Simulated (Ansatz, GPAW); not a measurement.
# How BaCoS3 (model structure) absorbs and reflects light, part 2 of 3

Aim: the dielectric function of BaCoS3 (model structure), and the optical constants that follow from it. The cell was made here by substitution or stacking, whether or not such a phase is known. It was built so: All O replaced by S and Sr replaced by Ba in the Pm-3m structure of SrCoO3. The cell is first relaxed with Ansatz.

GPAW 26.7.0; DFT, RPBE, plane-wave PAW (GPAW data sets), scalar-relativistic, RPA, optical limit.

So far. Step 2 (Relaxation): Little changed from the start: no atom moved by 0.005 Å and no cell edge by 0.1 %.

## 3. Ground state

The self-consistent density comes first; it also tells whether there is a gap, which decides the occupations and the need for a Drude term.

This step: DFT, RPBE, plane-wave PAW (GPAW data sets), scalar-relativistic, ground state (GPAW 26.7.0).

gs.py reads:

```python
from ase import Atoms
from ase.dft.bandgap import bandgap
from gpaw import GPAW, PW, FermiDirac

atoms = Atoms(['Ba', 'Co', 'S', 'S', 'S'],
              cell=[[4.73715376, 0.00000000, 0.00000000],
                    [0.00000000, 4.73715376, 0.00000000],
                    [0.00000000, 0.00000000, 4.73715376]],
              scaled_positions=[[0.00000000, 0.00000000, 0.00000000],
                                [0.50000000, 0.50000000, 0.50000000],
                                [0.50000000, 1.00000000, 0.50000000],
                                [1.00000000, 0.50000000, 0.50000000],
                                [0.50000000, 0.50000000, 0.00000000]],
              pbc=[True, True, True])
atoms.set_initial_magnetic_moments([0.0, 2.0, 0.0, 0.0, 0.0])
atoms.calc = GPAW(mode=PW(500), xc='RPBE', kpts={'size': (5, 5, 5), 'gamma': True},
                  occupations=FermiDirac(0.05), maxiter=150, txt='gs.txt')
print('energy (eV)', atoms.get_potential_energy())
print('Fermi level (eV)', atoms.calc.get_fermi_level())
print('valence electrons', atoms.calc.get_number_of_electrons())
print('gap (eV)', bandgap(atoms.calc, output=None)[0])
print('direct gap (eV)', bandgap(atoms.calc, direct=True, output=None)[0])
print('moments', atoms.get_magnetic_moments().round(3).tolist())
atoms.calc.write('gs.gpw')
```

On the command line:

```console
$ OMP_NUM_THREADS=1 python gs.py
```

Numbers of over 12 decimals in the logs are rounded to 6 here.

The log of the run:

```text
__  _  _
 | _ |_)|_||  |
 |__||  | ||/\| - 26.7.0

Versions:
  Python: 3.12.14
  ASE:    3.29.0
  Numpy:  2.5.5
  Scipy:  1.18.1
  Libxc:  7.0.0

Input parameters:
  mode=PW(ecut=500.0),
  kpts=MonkhorstPack(size=(5, 5, 5), gamma=True),
  maxiter=150,
  occupations=Occupations(name='fermi-dirac', width=0.05, fixmagmom=False),
  xc=XC(name='RPBE')

Diagonalizing LCAO Hamiltonian
Converting LCAO to pw mode
    .-----------.
   /|           |
  / |           |
 *  |           |
 |  |           |
 | S|    Co     |
 |  .--S--------.
 | /     S     /
 |/           /
 Ba----------*

Atoms  # Å, Bohr magnetons
|   | symbol |        x |        y |        z |    initial magnetic moments |
| 0 |     Ba | 0.000000 | 0.000000 | 0.000000 | ( 0.0000,  0.0000,  0.0000) |
| 1 |     Co | 2.368577 | 2.368577 | 2.368577 | ( 0.0000,  0.0000,  2.0000) |
| 2 |      S | 2.368577 | 4.737154 | 2.368577 | ( 0.0000,  0.0000,  0.0000) |
| 3 |      S | 4.737154 | 2.368577 | 2.368577 | ( 0.0000,  0.0000,  0.0000) |
| 4 |      S | 2.368577 | 2.368577 | 0.000000 | ( 0.0000,  0.0000,  0.0000) |

Unit cell  # Å
| periodic |        x |        y |        z |  lengths |    angles |
|      yes | 4.737154 | 0.000000 | 0.000000 | 4.737154 | 90.000000 |
|      yes | 0.000000 | 4.737154 | 0.000000 | 4.737154 | 90.000000 |
|      yes | 0.000000 | 0.000000 | 4.737154 | 4.737154 | 90.000000 |

Number of symmetries: 48
Symmetry operations  # r_c * U_cc + t_c -> r_c
|    | kind |            matrix            |
|  0 |  E   |  1, 0, 0,  0, 1, 0,  0, 0, 1 |
|  1 |  σ   |  1, 0, 0,  0, 1, 0,  0, 0,-1 |
|  2 |  σ   |  1, 0, 0,  0, 0, 1,  0, 1, 0 |
|  3 |  C4  |  1, 0, 0,  0, 0, 1,  0,-1, 0 |
|  4 |  C4  |  1, 0, 0,  0, 0,-1,  0, 1, 0 |
|  5 |  σ   |  1, 0, 0,  0, 0,-1,  0,-1, 0 |
|  6 |  σ   |  1, 0, 0,  0,-1, 0,  0, 0, 1 |
|  7 |  C2  |  1, 0, 0,  0,-1, 0,  0, 0,-1 |
|  8 |  σ   |  0, 1, 0,  1, 0, 0,  0, 0, 1 |
|  9 |  C2  |  0, 1, 0,  1, 0, 0,  0, 0,-1 |
| 10 |  C3  |  0, 1, 0,  0, 0, 1,  1, 0, 0 |
| 11 |  S6  |  0, 1, 0,  0, 0, 1, -1, 0, 0 |
| 12 |  S6  |  0, 1, 0,  0, 0,-1,  1, 0, 0 |
| 13 |  C3  |  0, 1, 0,  0, 0,-1, -1, 0, 0 |
| 14 |  C4  |  0, 1, 0, -1, 0, 0,  0, 0, 1 |
| 15 |  S4  |  0, 1, 0, -1, 0, 0,  0, 0,-1 |
| 16 |  C3  |  0, 0, 1,  1, 0, 0,  0, 1, 0 |
| 17 |  S6  |  0, 0, 1,  1, 0, 0,  0,-1, 0 |
| 18 |  σ   |  0, 0, 1,  0, 1, 0,  1, 0, 0 |
| 19 |  C4  |  0, 0, 1,  0, 1, 0, -1, 0, 0 |
| 20 |  C2  |  0, 0, 1,  0,-1, 0,  1, 0, 0 |
| 21 |  S4  |  0, 0, 1,  0,-1, 0, -1, 0, 0 |
| 22 |  S6  |  0, 0, 1, -1, 0, 0,  0, 1, 0 |
| 23 |  C3  |  0, 0, 1, -1, 0, 0,  0,-1, 0 |
| 24 |  S6  |  0, 0,-1,  1, 0, 0,  0, 1, 0 |
| 25 |  C3  |  0, 0,-1,  1, 0, 0,  0,-1, 0 |
| 26 |  C4  |  0, 0,-1,  0, 1, 0,  1, 0, 0 |
| 27 |  σ   |  0, 0,-1,  0, 1, 0, -1, 0, 0 |
| 28 |  S4  |  0, 0,-1,  0,-1, 0,  1, 0, 0 |
| 29 |  C2  |  0, 0,-1,  0,-1, 0, -1, 0, 0 |
| 30 |  C3  |  0, 0,-1, -1, 0, 0,  0, 1, 0 |
| 31 |  S6  |  0, 0,-1, -1, 0, 0,  0,-1, 0 |
| 32 |  C4  |  0,-1, 0,  1, 0, 0,  0, 0, 1 |
| 33 |  S4  |  0,-1, 0,  1, 0, 0,  0, 0,-1 |
| 34 |  S6  |  0,-1, 0,  0, 0, 1,  1, 0, 0 |
| 35 |  C3  |  0,-1, 0,  0, 0, 1, -1, 0, 0 |
| 36 |  C3  |  0,-1, 0,  0, 0,-1,  1, 0, 0 |
| 37 |  S6  |  0,-1, 0,  0, 0,-1, -1, 0, 0 |
| 38 |  σ   |  0,-1, 0, -1, 0, 0,  0, 0, 1 |
| 39 |  C2  |  0,-1, 0, -1, 0, 0,  0, 0,-1 |
| 40 |  σ   | -1, 0, 0,  0, 1, 0,  0, 0, 1 |
| 41 |  C2  | -1, 0, 0,  0, 1, 0,  0, 0,-1 |
| 42 |  C2  | -1, 0, 0,  0, 0, 1,  0, 1, 0 |
| 43 |  S4  | -1, 0, 0,  0, 0, 1,  0,-1, 0 |
| 44 |  S4  | -1, 0, 0,  0, 0,-1,  0, 1, 0 |
| 45 |  C2  | -1, 0, 0,  0, 0,-1,  0,-1, 0 |
| 46 |  C2  | -1, 0, 0,  0,-1, 0,  0, 0, 1 |
| 47 |  i   | -1, 0, 0,  0,-1, 0,  0, 0,-1 |

BZ-sampling:
  Number of BZ points: 125
  Number of IBZ points: 10

  Monkhorst-Pack size: [5, 5, 5]
  Monkhorst-Pack shift: [0, 0, 0]

K-points  # in reciprocal-cell coordinates
|   |                                coordinates |     weight |
| 0 | (  0.00000000,   0.00000000,   0.00000000) | 0.00800000 |
| 1 | (  0.20000000,   0.00000000,   0.00000000) | 0.04800000 |
| 2 | (  0.20000000,   0.20000000,   0.00000000) | 0.09600000 |
| 3 | (  0.20000000,   0.20000000,   0.20000000) | 0.06400000 |
| 4 | (  0.40000000,   0.00000000,   0.00000000) | 0.04800000 |
| 5 | (  0.40000000,   0.20000000,   0.00000000) | 0.19200000 |
| 6 | (  0.40000000,   0.20000000,   0.20000000) | 0.19200000 |
| 7 | (  0.40000000,   0.40000000,   0.00000000) | 0.09600000 |
| 8 | (  0.40000000,   0.40000000,   0.20000000) | 0.19200000 |
| 9 | (  0.40000000,   0.40000000,   0.40000000) | 0.06400000 |

Plane wave coefficients: 2721
Cutoff: 500.0 eV

Spin-components: 2 (collinear spins)
Bands:           26
Projectors:      27
Spin-degeneracy: 1
Datatype:        complex128

Parallelization:
  kpt:    1
  domain: 1
  band:   1

Density:
  Valence electrons: 37.0
  Components: 2
  Grid points: [25 25 25]
  Charge: 0.0  # |e|

Potential:
  Grid points: [25 25 25]

species:
  Ba:
    name:    Barium
    id:
    Z:       56.0
    valence: 10
    core:    46
    charge:  0.0  # [|e|]
    compensation charges:
      type: gauss
      rc: 0.37  # [Å]
      lmax: 2
    cutoffs:
      filter: 2.06  # [Å]
      core: 2.33  # [Å]
    projectors
    | kind |    occ | energy [eV] | rcut [Å] |
    |   5s |  2.000 |     -33.663 |    1.164 |
    |   6s |  2.000 |      -3.183 |    1.164 |
    |   5p |  6.000 |     -18.775 |    1.164 |
    |    p |        |       0.000 |    1.164 |
    |    d |        |       0.000 |    1.164 |
    |    d |        |      27.211 |    1.164 |

    Using partial waves for Ba as LCAO basis

  Co:
    name:    Cobalt
    id:
    Z:       27.0
    valence: 9
    core:    18
    charge:  0.0  # [|e|]
    compensation charges:
      type: gauss
      rc: 0.32  # [Å]
      lmax: 2
    cutoffs:
      filter: 1.87  # [Å]
      core: 2.55  # [Å]
    projectors
    | kind |    occ | energy [eV] | rcut [Å] |
    |   4s |  2.000 |      -5.390 |    1.005 |
    |   4p |  0.000 |      -1.273 |    1.058 |
    |   3d |  7.000 |      -8.145 |    1.005 |
    |    s |        |      21.821 |    1.005 |
    |    p |        |      25.939 |    1.058 |
    |    d |        |      19.066 |    1.005 |

    Using partial waves for Co as LCAO basis

  S:
    name:    Sulfur
    id:
    Z:       16.0
    valence: 6
    core:    10
    charge:  0.0  # [|e|]
    compensation charges:
      type: gauss
      rc: 0.24  # [Å]
      lmax: 2
    cutoffs:
      filter: 1.77  # [Å]
      core: 1.66  # [Å]
    projectors
    | kind |    occ | energy [eV] | rcut [Å] |
    |   3s |  2.000 |     -17.247 |    0.974 |
    |   3p |  4.000 |      -6.991 |    0.979 |
    |    s |        |       9.964 |    0.974 |
    |    p |        |      20.220 |    0.979 |
    |    d |        |       0.000 |    0.900 |

    Using partial waves for S as LCAO basis

Reference energy: -291780.018490  # eV

eigensolver:
  PPCG
  Converge bands: occupied
  niter=2

density mixing:
  MSR1-Mixer
  Pratt-step length: 0.05
  Maximum mixing coefficient: 0.75
  Old densities: 10
  SVD Regularization: 0.005
  Good broyden scale: 1.0
  Trust region scale: 1.0
  Backstep threshold: 4.0
  History deletion threshold: 6.0
  Fourier metric: weight=20.0, sigma=0.015

occupation numbers:
  Fermi-Dirac:
    width: 0.0500  # eV

poisson solver:
  ecut: 4000.0  # eV

xc functional:
  name: RPBE with 2 nearest neighbor stencil

convergence criteria:
- Maximum [total energy] change in last 3 cyles: 0.0005 eV / valence electron
- Maximum integral of absolute [dens]ity change: 0.0001 electrons / valence electron
- Maximum integral of absolute [eigenst]ate change: 4e-08 eV^2 / valence electron
maximum number of iterations: 150

SCF iterations
|iter     |      energy | eigst |  dens |  magmom |
|iter:   1||  -24.033937 | +0.14 |       |  +2.0069|
|iter:   2||  -24.098043 | -1.32 | -1.26 |  +2.0012|
|iter:   3||  -25.067752 | -1.37 | -1.27 |  +1.8656|
|iter:   4||  -24.406537 | -1.12 | -0.99 |  +1.9699|
|iter:   5||  -24.203818 | -1.77 | -1.10 |  +1.8718|
|iter:   6||  -24.249144 | -2.19 | -1.34 |  +1.8272|
|iter:   7||  -24.184759 | -2.79 | -1.33 |  +1.8200|
|iter:   8||  -24.209565 | -3.30 | -1.84 |  +1.8986|
|iter:   9||  -24.220812 | -3.75 | -2.04 |  +2.0152|
|iter:  10||  -24.228100 | -3.55 | -2.16 |  +2.1947|
|iter:  11||  -24.228667c| -4.43 | -2.46 |  +2.2062|
|iter:  12||  -24.228526c| -5.45 | -2.71 |  +2.1761|
|iter:  13||  -24.228386c| -6.12 | -3.18 |  +2.1627|
|iter:  14||  -24.228346c| -6.96 | -3.94 |  +2.1593|
|iter:  15||  -24.228348c| -7.63c| -3.94 |  +2.1597|
|iter:  16||  -24.228356c| -7.94c| -4.39c|  +2.1604|

Converged in 16 steps
SCF loop duration: 39.034 s (2.440 s/step)
Energy contributions relative to reference atoms: (reference = -291780.018490)

Energy contributions:
  Kinetic:          26.043560
  Coulomb:         -23.487641
  Zero:              0.248644
  External:          0.000000
  Xc:              -27.005361
  Entropy:          -0.055116
  Spinorbit:         0.000000
  ----------------------------
  Free energy:     -24.255913
  Extrapolated:    -24.228356

dipole moment: (-13.438277, -13.438277, -43.881931)  # |e|*Ang

Total magnetic moment: (0.000000, 0.000000, 2.160442)

Local magnetic moments
|        x |        y |        z |
| 0.000000 | 0.000000 | 0.009065 |  # Ba   0
| 0.000000 | 0.000000 | 1.264333 |  # Co   1
| 0.000000 | 0.000000 | 0.161934 |  # S    2
| 0.000000 | 0.000000 | 0.161934 |  # S    3
| 0.000000 | 0.000000 | 0.161934 |  # S    4

Fermi level: 6.814
Eigenvalues  # (at kpt = [0.000, 0.000, 0.000])
| band index |      eig [eV] | occ [0-1] |      eig [eV] | occ [0-1] |
|          0 |       -19.852 |     1.000 |       -19.843 |     1.000 |
|        ... |               |           |               |           |
|         12 |         4.386 |     1.000 |         5.744 |     1.000 |
|         13 |         5.158 |     1.000 |         5.835 |     1.000 |
|         14 |         5.158 |     1.000 |         5.835 |     1.000 |
|         15 |         5.490 |     1.000 |         5.835 |     1.000 |
|         16 |         5.490 |     1.000 |         6.112 |     1.000 |
|         17 |         5.490 |     1.000 |         6.112 |     1.000 |
|         18 |         6.603 |     0.986 |         6.850 |     0.328 |
|         19 |         6.603 |     0.986 |         6.850 |     0.328 |
|         20 |         6.603 |     0.986 |         6.850 |     0.328 |
|         21 |         9.617 |     0.000 |         9.884 |     0.000 |
|         22 |         9.890 |     0.000 |         9.975 |     0.000 |
|         23 |         9.890 |     0.000 |         9.975 |     0.000 |
|         24 |        10.993 |     0.000 |        11.148 |     0.000 |
|         25 |        12.469 |     0.000 |        11.149 |     0.000 |

No gap
No difference between direct/indirect transitions

--- standard output ---
energy (eV) -24.228356
Fermi level (eV) 6.814414
valence electrons 37.0
gap (eV) 0.0
direct gap (eV) 0.0
moments [0.009, 1.264, 0.162, 0.162, 0.162]
```

The job ended after 42 s (1 thread of Arm Neoverse V1, shared host; peak memory 0.19 GiB).

This step gave:

* energy: -24.23 eV
* Fermi energy: 6.814 eV
* electrons: 37
* site moments: 0.009, 1.264, 0.162, 0.162, 0.162 μB

There are states at the Fermi level within the smearing, so the occupations stay smeared and the carriers get a Drude term.

## 4. Bands for the response

The response needs many more empty bands than the density does.

This step: DFT, RPBE, plane-wave PAW (GPAW data sets), scalar-relativistic, bands at fixed density (GPAW 26.7.0).

nscf.py reads:

```python
from ase.dft.bandgap import bandgap
from gpaw import GPAW, FermiDirac

calc = GPAW('gs.gpw').fixed_density(kpts={'size': (8, 8, 8), 'gamma': True}, nbands=61, convergence={'bands': 55},
                                    occupations=FermiDirac(0.05), txt='nscf.txt')
print('gap (eV)', bandgap(calc, output=None)[0])
print('direct gap (eV)', bandgap(calc, direct=True, output=None)[0])
print('top band over the Fermi level (eV)', min(calc.get_eigenvalues(kpt=k)[54] for k in range(len(calc.get_ibz_k_points()))) - calc.get_fermi_level())
calc.write('full.gpw', mode='all')
```

On the command line:

```console
$ OMP_NUM_THREADS=1 python nscf.py
```

The log of the run:

```text
Diagonalizing LCAO Hamiltonian
Converting LCAO to pw mode
convergence criteria:
- Maximum integral of absolute [eigenst]ate change: 4e-08 eV^2 / valence electron
maximum number of iterations: 150

SCF iterations
|iter     |      energy | eigst |  dens |  magmom |
|iter:   1||             | +3.41 |       |  +2.1604|
|iter:   2||             | +2.19 |       |  +2.1604|
|iter:   3||             | +1.21 |       |  +2.1604|
|iter:   4||             | +0.06 |       |  +2.1604|
|iter:   5||             | -0.80 |       |  +2.1604|
|iter:   6||             | -1.62 |       |  +2.1604|
|iter:   7||             | -2.25 |       |  +2.1604|
|iter:   8||             | -2.93 |       |  +2.1604|
|iter:   9||             | -3.49 |       |  +2.1604|
|iter:  10||             | -4.05 |       |  +2.1604|
|iter:  11||             | -4.57 |       |  +2.1604|
|iter:  12||             | -5.08 |       |  +2.1604|
|iter:  13||             | -5.56 |       |  +2.1604|
|iter:  14||             | -6.07 |       |  +2.1604|
|iter:  15||             | -6.47 |       |  +2.1604|
|iter:  16||             | -6.88 |       |  +2.1604|
|iter:  17||             | -7.14 |       |  +2.1604|
|iter:  18||             | -7.34 |       |  +2.1604|
|iter:  19||             | -7.52c|       |  +2.1604|
SCF steps: 19
  __  _  _
 | _ |_)|_||  |
 |__||  | ||/\| - 26.7.0

Versions:
  Python: 3.12.14
  ASE:    3.29.0
  Numpy:  2.5.5
  Scipy:  1.18.1
  Libxc:  7.0.0

Input parameters:
  mode=PW(ecut=500.0),
  convergence={'bands': 55},
  gpts=array([25, 25, 25]),
  kpts=MonkhorstPack(size=(8, 8, 8), gamma=True),
  maxiter=150,
  nbands=61,
  occupations=Occupations(name='fermi-dirac', width=0.05, fixmagmom=False),
  parallel={},
  xc=XC(name='RPBE')

--- standard output ---
gap (eV) 0.0
direct gap (eV) 0.0
top band over the Fermi level (eV) 17.886407
```

Wall time 5.3 min (1 thread); peak memory 0.4 GiB.

(Part 2 of 3 ends here.)

[Machine, clock and banner lines and Python warnings are left out of the logs.]

[Logs are printed without paths, hosts, clocks, repeated set-up lines and the standing remarks that a program may print on its own settings, such as how far it seeks lower states.]

[Hosts, paths, dates, database ids (printed as entryN), source tags and the programs' standing remarks are cut or masked in the printed files.]
